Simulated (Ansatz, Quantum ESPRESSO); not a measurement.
# PrSm (P-6m2): zone-centre phonons

Aim: the zone-centre modes of PrSm (P-6m2).

Calculated with Quantum ESPRESSO 7.5; DFT PBEsol, scalar-relativistic, plane waves, PseudoDojo norm-conserving, 4f in core pseudopotentials.

### 1. The starting structure

It takes space group P-6m2 (No. 187, hexagonal). The conventional cell has a = 3.744 Å, b = 3.744 Å, c = 5.904 Å, α = 90.00°, β = 90.00°, γ = 120.00°. Pr has 6 Sm at 3.66 Å and 6 Pr at 3.74 Å nearest. Sm has 6 Pr at 3.66 Å and 6 Sm at 3.74 Å nearest. Farther neighbours are not listed.

Structure file:

```cif
data_structure
_symmetry_space_group_name_H-M 'P-6m2'
_symmetry_Int_Tables_number 187
_cell_length_a 3.7439
_cell_length_b 3.7439
_cell_length_c 5.9036
_cell_angle_alpha 90.000
_cell_angle_beta 90.000
_cell_angle_gamma 120.000
_cell_volume 71.66
loop_
_atom_site_label
_atom_site_type_symbol
_atom_site_symmetry_multiplicity
_atom_site_Wyckoff_symbol
_atom_site_fract_x
_atom_site_fract_y
_atom_site_fract_z
_atom_site_occupancy
Pr1 Pr 1 f 0.66667 0.33333 0.50000 1
Sm1 Sm 1 c 0.33333 0.66667 0.00000 1
```

### 2. A first look

A cheap run with smearing and empty bands tells whether the crystal has a gap, which decides between fixed occupations and smearing later on.

Contents of probe.in:

```
&control
   calculation = 'scf'
   prefix = 'x'
   outdir = './tmp'
   pseudo_dir = './pseudo'
   tprnfor = .true.
   tstress = .true.
   verbosity = 'high'
/
&system
   ibrav = 4
   celldm(1) = 7.07499192
   celldm(3) = 1.57683945
   nat = 2
   ntyp = 2
   ecutwfc = 44.0
   input_dft = 'pbesol'
   occupations = 'smearing'
   smearing = 'gaussian'
   degauss = 0.01
/
&electrons
   conv_thr = 1.0d-07
   mixing_beta = 0.7
   electron_maxstep = 100
/
ATOMIC_SPECIES
 Pr    140.9077  Pr.upf
 Sm    150.3600  Sm.upf
ATOMIC_POSITIONS crystal
 Pr     0.666666670   0.333333330   0.500000000
 Sm     0.333333330   0.666666670   0.000000000
K_POINTS automatic
 6 6 4 0 0 0
```

Command:

```sh
> OMP_NUM_THREADS=1 mpirun -n 4 pw.x -nk 4 -in probe.in > probe.out
```

What it wrote:

```text
[banners, grids, parts of the stress and lines that vanish by symmetry left out]
Program PWSCF v.7.5
     IMPORTANT: XC functional enforced from input :
     Exchange-correlation= PBESOL
                           (   1   4  10   8   0   0   0)
[...]
kinetic-energy cutoff     =      44.0000  Ry
     charge density cutoff     =     176.0000  Ry
     scf convergence threshold =      1.0E-07
[...]
Exchange-correlation= PBESOL
                           (   1   4  10   8   0   0   0)
[...]
12 Sym. Ops. (no inversion) found
[...]
(     0          1          0      )
                  (     0          0          1      )
[...]
(  0.0000000  1.0000000  0.0000000 )
                  (  0.0000000  0.0000000  1.0000000 )
[...]
(     1          1          0      )
[...]
(  0.0000000  0.0000000  1.0000000 )
[...]
(    -1          0          0      )
                  (     0          0          1      )
[...]
( -0.8660254 -0.5000000  0.0000000 )
                  (  0.0000000  0.0000000  1.0000000 )
[...]
number of k points=    21  Gaussian smearing, width (Ry)=  0.0100
[...]
End of self-consistent calculation
[...]
the Fermi energy is    10.2346 ev
!    total energy              =    -153.51021004 Ry
[...]
convergence has been achieved in   7 iterations
[...]
atom    1 type  1   force =    -0.00000000   -0.00000000    0.00000000
     atom    2 type  2   force =     0.00000000    0.00000000    0.00000000
[...]
Total force =     0.000000     Total SCF correction =     0.000000
[...]
total   stress  (Ry/bohr**3)                   (kbar)     P=      -28.12
[...]
XML data file, charge density, pseudopotentials, collected wavefunctions

   JOB DONE.
```

Wall time 3.2 s (4 MPI ranks of Arm Neoverse V2, shared host).

Read from the output:

| Property | Result |
| --- | --- |
| volume per atom | 35.83 Å³ |
| pressure | -2.812 GPa |
| gap on the k-mesh | 0 eV |

No gap opens on this mesh, so smearing is kept; the start stands at -2.8 GPa.

### 3. Relaxation

Frequencies change by per cents with a per cent of volume, so the structure is first brought to rest at this level of theory.

Contents of relax.in:

```
&control
   calculation = 'vc-relax'
   prefix = 'x'
   outdir = './tmp'
   pseudo_dir = './pseudo'
   tprnfor = .true.
   tstress = .true.
   forc_conv_thr = 2.0d-05
   etot_conv_thr = 1.0d-07
   nstep = 40
/
&system
   ibrav = 4
   celldm(1) = 7.07499192
   celldm(3) = 1.57683945
   nat = 2
   ntyp = 2
   ecutwfc = 44.0
   input_dft = 'pbesol'
   occupations = 'smearing'
   smearing = 'mv'
   degauss = 0.02
/
&electrons
   conv_thr = 1.0d-11
   mixing_beta = 0.7
   electron_maxstep = 100
/
&ions
/
&cell
   press_conv_thr = 0.1
/
ATOMIC_SPECIES
 Pr    140.9077  Pr.upf
 Sm    150.3600  Sm.upf
ATOMIC_POSITIONS crystal
 Pr     0.666666670   0.333333330   0.500000000
 Sm     0.333333330   0.666666670   0.000000000
K_POINTS automatic
 9 9 6 0 0 0
```

Command:

```sh
> OMP_NUM_THREADS=1 mpirun -n 4 pw.x -nk 4 -in relax.in > relax.out
```

What it wrote:

```text
[banners, grids, parts of the stress and lines that vanish by symmetry left out]
[banner, memory and clock lines left out]
Program PWSCF v.7.5

[...]
Exchange-correlation= PBESOL
                           (   1   4  10   8   0   0   0)
[...]
kinetic-energy cutoff     =      44.0000  Ry
     charge density cutoff     =     176.0000  Ry
     scf convergence threshold =      1.0E-11
[...]
energy convergence thresh.=      1.0E-07
     force convergence thresh. =      2.0E-05
     press convergence thresh. =      1.0E-01
     Exchange-correlation= PBESOL
                           (   1   4  10   8   0   0   0)
[...]
12 Sym. Ops. (no inversion) found
[...]
number of k points=    48  Marzari-Vanderbilt smearing, width (Ry)=  0.0200
[...]
End of self-consistent calculation
[...]
the Fermi energy is    10.2320 ev
!    total energy              =    -153.50976583 Ry
[...]
convergence has been achieved in  11 iterations
[...]
atom    1 type  1   force =     0.00000000    0.00000000    0.00000000
     atom    2 type  2   force =    -0.00000000   -0.00000000    0.00000000
     Total force =     0.000000     Total SCF correction =     0.000000
[...]
total   stress  (Ry/bohr**3)                   (kbar)     P=      -28.95
[...]
number of bfgs steps    =   0
[...]
CELL_PARAMETERS (alat=  7.07499192)
[...]
ATOMIC_POSITIONS (crystal)
Pr               0.6666666700        0.3333333300        0.5000000000
Sm               0.3333333300        0.6666666700        0.0000000000
[...]
New effective cutoffs (rho, wfc):  177.75   44.46
[...]
End of self-consistent calculation
[...]
the Fermi energy is    10.4141 ev
!    total energy              =    -153.51107008 Ry
[...]
convergence has been achieved in   7 iterations
[...]
atom    1 type  1   force =     0.00000000    0.00000000    0.00000000
     atom    2 type  2   force =    -0.00000000   -0.00000000    0.00000000
     Total force =     0.000000     Total SCF correction =     0.000000
[...]
total   stress  (Ry/bohr**3)                   (kbar)     P=      -24.53
[...]
number of bfgs steps    =   1
[...]
WARNING: bfgs curvature condition failed, Theta= 0.951
[...]
CELL_PARAMETERS (alat=  7.07499192)
[...]
ATOMIC_POSITIONS (crystal)
Pr               0.6666666700        0.3333333300        0.5000000000
Sm               0.3333333300        0.6666666700       -0.0000000000
[...]
New effective cutoffs (rho, wfc):  180.52   45.17
[...]
End of self-consistent calculation
[...]
the Fermi energy is    10.6887 ev
!    total energy              =    -153.51258357 Ry
[...]
convergence has been achieved in   8 iterations
[...]
atom    1 type  1   force =     0.00000000    0.00000000    0.00000000
     atom    2 type  2   force =    -0.00000000   -0.00000000    0.00000000
     Total force =     0.000000     Total SCF correction =     0.000000
[...]
total   stress  (Ry/bohr**3)                   (kbar)     P=      -17.68
[...]
number of bfgs steps    =   2
[...]
CELL_PARAMETERS (alat=  7.07499192)
[...]
ATOMIC_POSITIONS (crystal)
[...]
New effective cutoffs (rho, wfc):  184.76   46.27
[...]
total   stress  (Ry/bohr**3)                   (kbar)     P=        0.65
[...]
number of bfgs steps    =   7
[...]
the Fermi energy is    11.3861 ev
!    total energy              =    -153.51428041 Ry
[...]
convergence has been achieved in  10 iterations
[...]
Total force =     0.000000     Total SCF correction =     0.000000
[...]
total   stress  (Ry/bohr**3)                   (kbar)     P=        0.44
[...]
number of bfgs steps    =   8
[...]
the Fermi energy is    11.3839 ev
!    total energy              =    -153.51431059 Ry
[...]
convergence has been achieved in  10 iterations
[...]
atom    1 type  1   force =    -0.00000000   -0.00000000   -0.00000000
     atom    2 type  2   force =     0.00000000    0.00000000    0.00000000
     Total force =     0.000000     Total SCF correction =     0.000000
[...]
total   stress  (Ry/bohr**3)                   (kbar)     P=        0.11
[...]
number of bfgs steps    =   9
[...]
New effective cutoffs (rho, wfc):  189.51   47.70
[...]
the Fermi energy is    11.3823 ev
!    total energy              =    -153.51431182 Ry
[...]
convergence has been achieved in   9 iterations
[...]
atom    1 type  1   force =     0.00000000    0.00000000    0.00000000
     atom    2 type  2   force =     0.00000000    0.00000000    0.00000000
     Total force =     0.000000     Total SCF correction =     0.000000
[...]
total   stress  (Ry/bohr**3)                   (kbar)     P=        0.00
[...]
number of bfgs steps    =  10
[...]
small trust_radius: resetting bfgs history
[...]
CELL_PARAMETERS (alat=  7.07499192)
[...]
ATOMIC_POSITIONS (crystal)
[...]
New effective cutoffs (rho, wfc):  189.51   47.70
[...]
End of self-consistent calculation
[...]
the Fermi energy is    11.3822 ev
!    total energy              =    -153.51431182 Ry
[...]
convergence has been achieved in   3 iterations
[...]
atom    1 type  1   force =    -0.00000000   -0.00000000   -0.00000000
     atom    2 type  2   force =     0.00000000    0.00000000    0.00000000
     Total force =     0.000000     Total SCF correction =     0.000000
[...]
total   stress  (Ry/bohr**3)                   (kbar)     P=        0.00
[...]
bfgs converged in  12 scf cycles and  11 bfgs steps
[...]
End of BFGS Geometry Optimization
     Final enthalpy           =    -153.5143118157 Ry
     File ./tmp/x.bfgs deleted, as requested
[...]
CELL_PARAMETERS (alat=  7.07499192)
[...]
ATOMIC_POSITIONS (crystal)
Pr               0.6666666700        0.3333333300        0.5000000000
Sm               0.3333333300        0.6666666700       -0.0000000000
[...]
Final scf calculation at the relaxed structure.
[...]
kinetic-energy cutoff     =      44.0000  Ry
     charge density cutoff     =     176.0000  Ry
     scf convergence threshold =      1.0E-13
[...]
press convergence thresh. =      1.0E-01
     Exchange-correlation= PBESOL
                           (   1   4  10   8   0   0   0)
[...]
12 Sym. Ops. (no inversion) found
[...]
number of k points=    48  Marzari-Vanderbilt smearing, width (Ry)=  0.0200
[...]
c_bands:  2 eigenvalues not converged
     c_bands:  1 eigenvalues not converged
[...]
End of self-consistent calculation
[...]
the Fermi energy is    11.3823 ev
!    total energy              =    -153.51410358 Ry
[...]
convergence has been achieved in  11 iterations
[...]
atom    1 type  1   force =     0.00000000    0.00000000    0.00000000
     atom    2 type  2   force =     0.00000000    0.00000000    0.00000000
     Total force =     0.000000     Total SCF correction =     0.000000
[...]
total   stress  (Ry/bohr**3)                   (kbar)     P=       -0.98
[...]
XML data file, charge density, pseudopotentials, collected wavefunctions
```

Elapsed: 68 s, on 4 MPI ranks; 4.5 min of CPU time.

Step by step:

```
step  energy less that of the first step (eV)  largest force (eV/Å)  pressure (GPa)  volume (Å³)
   1                                   0.0000                0.0000           -2.90        71.66
   2                                  -0.0177                0.0000           -2.45        70.61
   3                                  -0.0383                0.0000           -1.77        69.08
   4                                  -0.0561                0.0000           -0.68        66.87
   5                                  -0.0596                0.0000            0.10        65.43
   6                                  -0.0599                0.0000            0.09        65.44
   7                                  -0.0603                0.0000            0.08        65.44
   8                                  -0.0608                0.0000            0.07        65.44
   9                                  -0.0614                0.0000            0.04        65.44
  10                                  -0.0618                0.0000            0.01        65.44
  11                                  -0.0619                0.0000            0.00        65.44
  12                                  -0.0619                0.0000            0.00        65.44
  13                                  -0.0590                0.0000           -0.10        65.44
```

```
conventional cell, symmetrised  before  after  change
                         a (Å)   3.744  3.596  -4.0 %
                         b (Å)   3.744  3.596  -4.0 %
                         c (Å)   5.904  5.845  -1.0 %
              volume (Å³/atom)   35.83  32.72  -8.7 %
```

The relaxed structure:

```xyz
2
Lattice="3.5956 0.0000 0.0000 -1.7978 3.1139 0.0000 0.0000 0.0000 5.8451" Properties=species:S:1:pos:R:3 pbc="T T T"
Pr    1.7978    1.0380    2.9225
Sm    0.0000    2.0759    0.0000
```

The last row of the table of steps is pw.x's closing run on a basis chosen anew for the final cell, so its energy can jump.

This step gave:

| Item | Value |
| --- | --- |
| volume per atom | 32.72 Å³ |
| pressure | -0.09800 GPa |

The volume changes by -8.7 % from the cell with which this run began.

### 4. Self-consistent run for the response

The response is built on this ground state, so it is converged far tighter than an energy would need. Smearing stays on, as the first look found no gap above 0.3 eV.

Contents of scf.in:

```
&control
   calculation = 'scf'
   prefix = 'x'
   outdir = './tmp'
   pseudo_dir = './pseudo'
   tprnfor = .true.
   tstress = .true.
/
&system
   ibrav = 4
   celldm(1) = 6.79476806
   celldm(3) = 1.62559974
   nat = 2
   ntyp = 2
   ecutwfc = 44.0
   input_dft = 'pbesol'
   occupations = 'smearing'
   smearing = 'mv'
   degauss = 0.02
/
&electrons
   conv_thr = 1.0d-12
   mixing_beta = 0.7
   electron_maxstep = 100
/
ATOMIC_SPECIES
 Pr    140.9077  Pr.upf
 Sm    150.3600  Sm.upf
ATOMIC_POSITIONS crystal
 Pr     0.666666667   0.333333333   0.500000000
 Sm     0.333333333   0.666666667   0.000000000
K_POINTS automatic
 9 9 6 0 0 0
```

Command:

```sh
> OMP_NUM_THREADS=1 mpirun -n 4 pw.x -nk 4 -in scf.in > scf.out
```

What it wrote:

```text
[banners, grids, parts of the stress and lines that vanish by symmetry left out]
[banner, memory and clock lines left out]
Program PWSCF v.7.5

[...]
Exchange-correlation= PBESOL
                           (   1   4  10   8   0   0   0)
[...]
kinetic-energy cutoff     =      44.0000  Ry
     charge density cutoff     =     176.0000  Ry
     scf convergence threshold =      1.0E-12
[...]
Exchange-correlation= PBESOL
                           (   1   4  10   8   0   0   0)
[...]
12 Sym. Ops. (no inversion) found
[...]
number of k points=    48  Marzari-Vanderbilt smearing, width (Ry)=  0.0200
[...]
End of self-consistent calculation
[...]
the Fermi energy is    11.3823 ev
!    total energy              =    -153.51410358 Ry
[...]
convergence has been achieved in  11 iterations
[...]
atom    1 type  1   force =     0.00000000    0.00000000    0.00000000
     atom    2 type  2   force =    -0.00000000   -0.00000000    0.00000000
     Total force =     0.000000     Total SCF correction =     0.000000
[...]
total   stress  (Ry/bohr**3)                   (kbar)     P=       -0.98
[...]
XML data file, charge density, pseudopotentials, collected wavefunctions
```

Run time: 7 s. Hardware: 4 MPI ranks; 28 s of CPU time.

The cell stands at -0.098 GPa, close enough for phonons.

(Part 1 of 3 ends here.)

[Host names and launcher messages were left out of these logs when they were recorded.]

[Logs are printed without paths, hosts, clocks, repeated set-up lines and the standing remarks that a program may print on its own settings, such as how far it seeks lower states.]

[Hosts, paths, dates, database ids (printed as entryN), source tags and the programs' standing remarks are cut or masked in the printed files.]
